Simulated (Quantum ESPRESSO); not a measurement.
# MgS (F-43m): a worked LO-TO splitting

How high does the longitudinal optical mode of MgS (F-43m) lie, given the transverse one, the Born charge and ε∞?

Main program and level: Quantum ESPRESSO 7.5; DFT LDA, scalar-relativistic, plane waves, JTH PAW pseudopotentials.

## 1. The relaxed structure

It takes space group F-43m (No. 216, cubic). The conventional cell has a = 5.599 Å, b = 5.599 Å, c = 5.599 Å, α = 90.00°, β = 90.00°, γ = 90.00°. Nearest to Mg lie 4 S at 2.42 Å. Nearest to S lie 4 Mg at 2.42 Å. Farther neighbours and most contacts between anions are not listed.

This is the cell after its relaxation at this level of theory, not the database cell from which that began.

## 2. What the response run gave

A linear-response run on the relaxed cell, with the response to an electric field; only its zone-centre results are used. Cutoff 60 Ry, k mesh 8×8×8.

The log of the run:

```text
[banners, grids, parts of the stress and lines that vanish by symmetry left out]
Program PHONON v.7.5
     Reading xml data from directory:

[...]
Exchange-correlation= PW
                           (   1   4   0   0   0   0   0)
[...]
kinetic-energy cut-off    =      60.0000  Ry
     charge density cut-off    =     480.0000  Ry
     convergence threshold     =      1.0E-18
[...]
Exchange-correlation= PW
                           (   1   4   0   0   0   0   0)
[...]
q = (   0.0000000   0.0000000   0.0000000 )
     25 Sym.Ops. (with q -> -q+G )
     G cutoff = 1360.9399  (  52393 G-vectors)     FFT grid: ( 54, 54, 54)
     G cutoff =  680.4699  (  18643 G-vectors)  smooth grid: ( 40, 40, 40)
     number of k points=    29
[...]
Mode symmetry, T_d (-43m)  point group:
[...]
Dielectric constant
[...]
End of electric fields calculation
          Dielectric constant in cartesian axis
          (       4.197715064       0.000000000       0.000000000 )
          (       0.000000000       4.197715064       0.000000000 )
          (       0.000000000       0.000000000       4.197715064 )
          Effective charges (d Force / dE) in cartesian axis without acoustic sum rule applied (asr)
           atom    1  Mg    Mean Z*:        1.86579
      Ex  (        1.86579        0.00000       -0.00000 )
      Ey  (        0.00000        1.86579       -0.00000 )
      Ez  (       -0.00000        0.00000        1.86579 )
           atom    2  S     Mean Z*:       -1.87274
      Ex  (       -1.87274       -0.00000        0.00000 )
      Ey  (       -0.00000       -1.87274        0.00000 )
      Ez  (       -0.00000        0.00000       -1.87274 )
          Effective charges Sum: Mean:       -0.00695
[...]
Effective charges (d Force / dE) in cartesian axis with asr applied:
           atom    1  Mg    Mean Z*:        1.86927
[...]
atom    2  S     Mean Z*:       -1.86927
[...]
Representation #   1 modes #   1   2   3
[...]
End of self-consistent calculation
     Convergence has been achieved
     Representation #   2 modes #   4   5   6
[...]
End of self-consistent calculation
     Convergence has been achieved
[...]
Dielectric constant in cartesian axis
          (       4.197715064       0.000000000       0.000000000 )
          (       0.000000000       4.197715064       0.000000000 )
          (       0.000000000       0.000000000       4.197715064 )
          Effective charges (d Force / dE) in cartesian axis without acoustic sum rule applied (asr)
           atom    1  Mg    Mean Z*:        1.86579
      Ex  (        1.86579        0.00000       -0.00000 )
      Ey  (        0.00000        1.86579       -0.00000 )
      Ez  (       -0.00000        0.00000        1.86579 )
           atom    2  S     Mean Z*:       -1.87274
      Ex  (       -1.87274       -0.00000        0.00000 )
      Ey  (       -0.00000       -1.87274        0.00000 )
      Ez  (       -0.00000        0.00000       -1.87274 )
          Effective charges Sum: Mean:       -0.00695
[...]
Effective charges (d Force / dE) in cartesian axis with asr applied:
           atom    1  Mg    Mean Z*:        1.86927
[...]
atom    2  S     Mean Z*:       -1.86927
[...]
q = (    0.000000000   0.000000000   0.000000000 )
[...]
freq (    1) =       0.054373 [THz] =       1.813694 [cm-1]
     freq (    2) =       0.054373 [THz] =       1.813694 [cm-1]
     freq (    3) =       0.054373 [THz] =       1.813694 [cm-1]
     freq (    4) =      10.302285 [THz] =     343.647227 [cm-1]
     freq (    5) =      10.302285 [THz] =     343.647227 [cm-1]
     freq (    6) =      10.302285 [THz] =     343.647227 [cm-1]
[...]
Mode symmetry, T_d (-43m)  point group:
     freq (   1-   3) =          1.8  [cm-1]   --> T_2  G_15 P_4   I+R
     freq (   4-   6) =        343.6  [cm-1]   --> T_2  G_15 P_4   I+R

   JOB DONE.
```

| quantity | value |
| --- | --- |
| cell volume Ω (Å³) | 43.871 |
| mass of Mg (u) | 24.305 |
| mass of S (u) | 32.060 |
| Born charge of Mg, raw (e) | 1.866 |
| Born charge of S, raw (e) | -1.873 |
| ε∞ | 4.198 |
| ω(TO) after the sum rule (cm⁻¹) | 343.6 |

## 3. The calculation

The charges must sum to zero over the cell; taking off their mean, -0.003 e, leaves Z* = 1.869 e on Mg. In the polar mode Mg moves against S, so the reduced mass is μ = 24.30 × 32.06 / 56.37 = 13.825 u.

A longitudinal wave builds up a field that adds to the restoring force: ω(LO)² = ω(TO)² + 4π Z*² / (μ Ω ε∞), in Hartree atomic units. With μ = 25201 electron masses and Ω = 296.06 bohr³ the second term is 1.4020e-06 Ha², or 67533 cm⁻² (1 Ha = 219474.6 cm⁻¹).

So ω(LO) = √(118088 + 67533) = 430.8 cm⁻¹, and by the Lyddane-Sachs-Teller relation ε₀ = ε∞ (ω(LO)/ω(TO))² = 6.60.

## 4. Check against the program

The analysis program adds the same non-analytic term to the full matrix, here for q along (1 0 0).

The log of the run:

```text
[banner, memory and clock lines left out]
Program DYNMAT v.7.5

     Reading Dynamical Matrix from file g.dyn
     ...Force constants read
     ...epsilon and Z* read

     Polarizability (A^3 units)
     multiply by 0.484049 for Clausius-Mossotti correction
        11.163733    0.000000    0.000000
         0.000000   11.163733    0.000000
         0.000000    0.000000   11.163733

     IR activities are in (D/A)^2/amu units

# mode   [cm-1]    [THz]      IR
    1     -0.00   -0.0000    0.0000
    2      0.00    0.0000    0.0000
    3      0.00    0.0000    0.0000
    4    343.64   10.3022    5.8312
    5    343.64   10.3022    5.8312
    6    430.84   12.9163    5.8312
```

ε₀ comes from the program's run without a direction of q.

| quantity | by hand | program |
| --- | --- | --- |
| ω(LO) (cm⁻¹) | 430.8 | 430.8 |
| ε₀ | 6.60 | 6.60 |

## 5. Outcome

* TO mode: 343.6 cm⁻¹
* LO mode: 430.8 cm⁻¹
* static dielectric constant: 6.598

In words: The LO mode of MgS (F-43m) lies at 431 cm⁻¹, 87 cm⁻¹ above the TO mode; the formula meets the program within 0.1 cm⁻¹, as it must for a cubic crystal with one polar mode. ω(LO)² − ω(TO)² goes with Z*²/ε∞: an error of 5 % in ε∞ would move the LO mode by 3.7 cm⁻¹, and semilocal functionals tend to overestimate ε∞. These are harmonic values at zero temperature, at the volume of this functional, for the structure held cubic; stability elsewhere in the zone is no part of this calculation.

[Host names and launcher messages were left out of these logs when they were recorded.]

[Logs are printed without paths, hosts, clocks, repeated set-up lines and the standing remarks that a program may print on its own settings, such as how far it seeks lower states.]

[Hosts, paths, dates, database ids (printed as entryN), source tags and the programs' standing remarks are cut or masked in the printed files.]
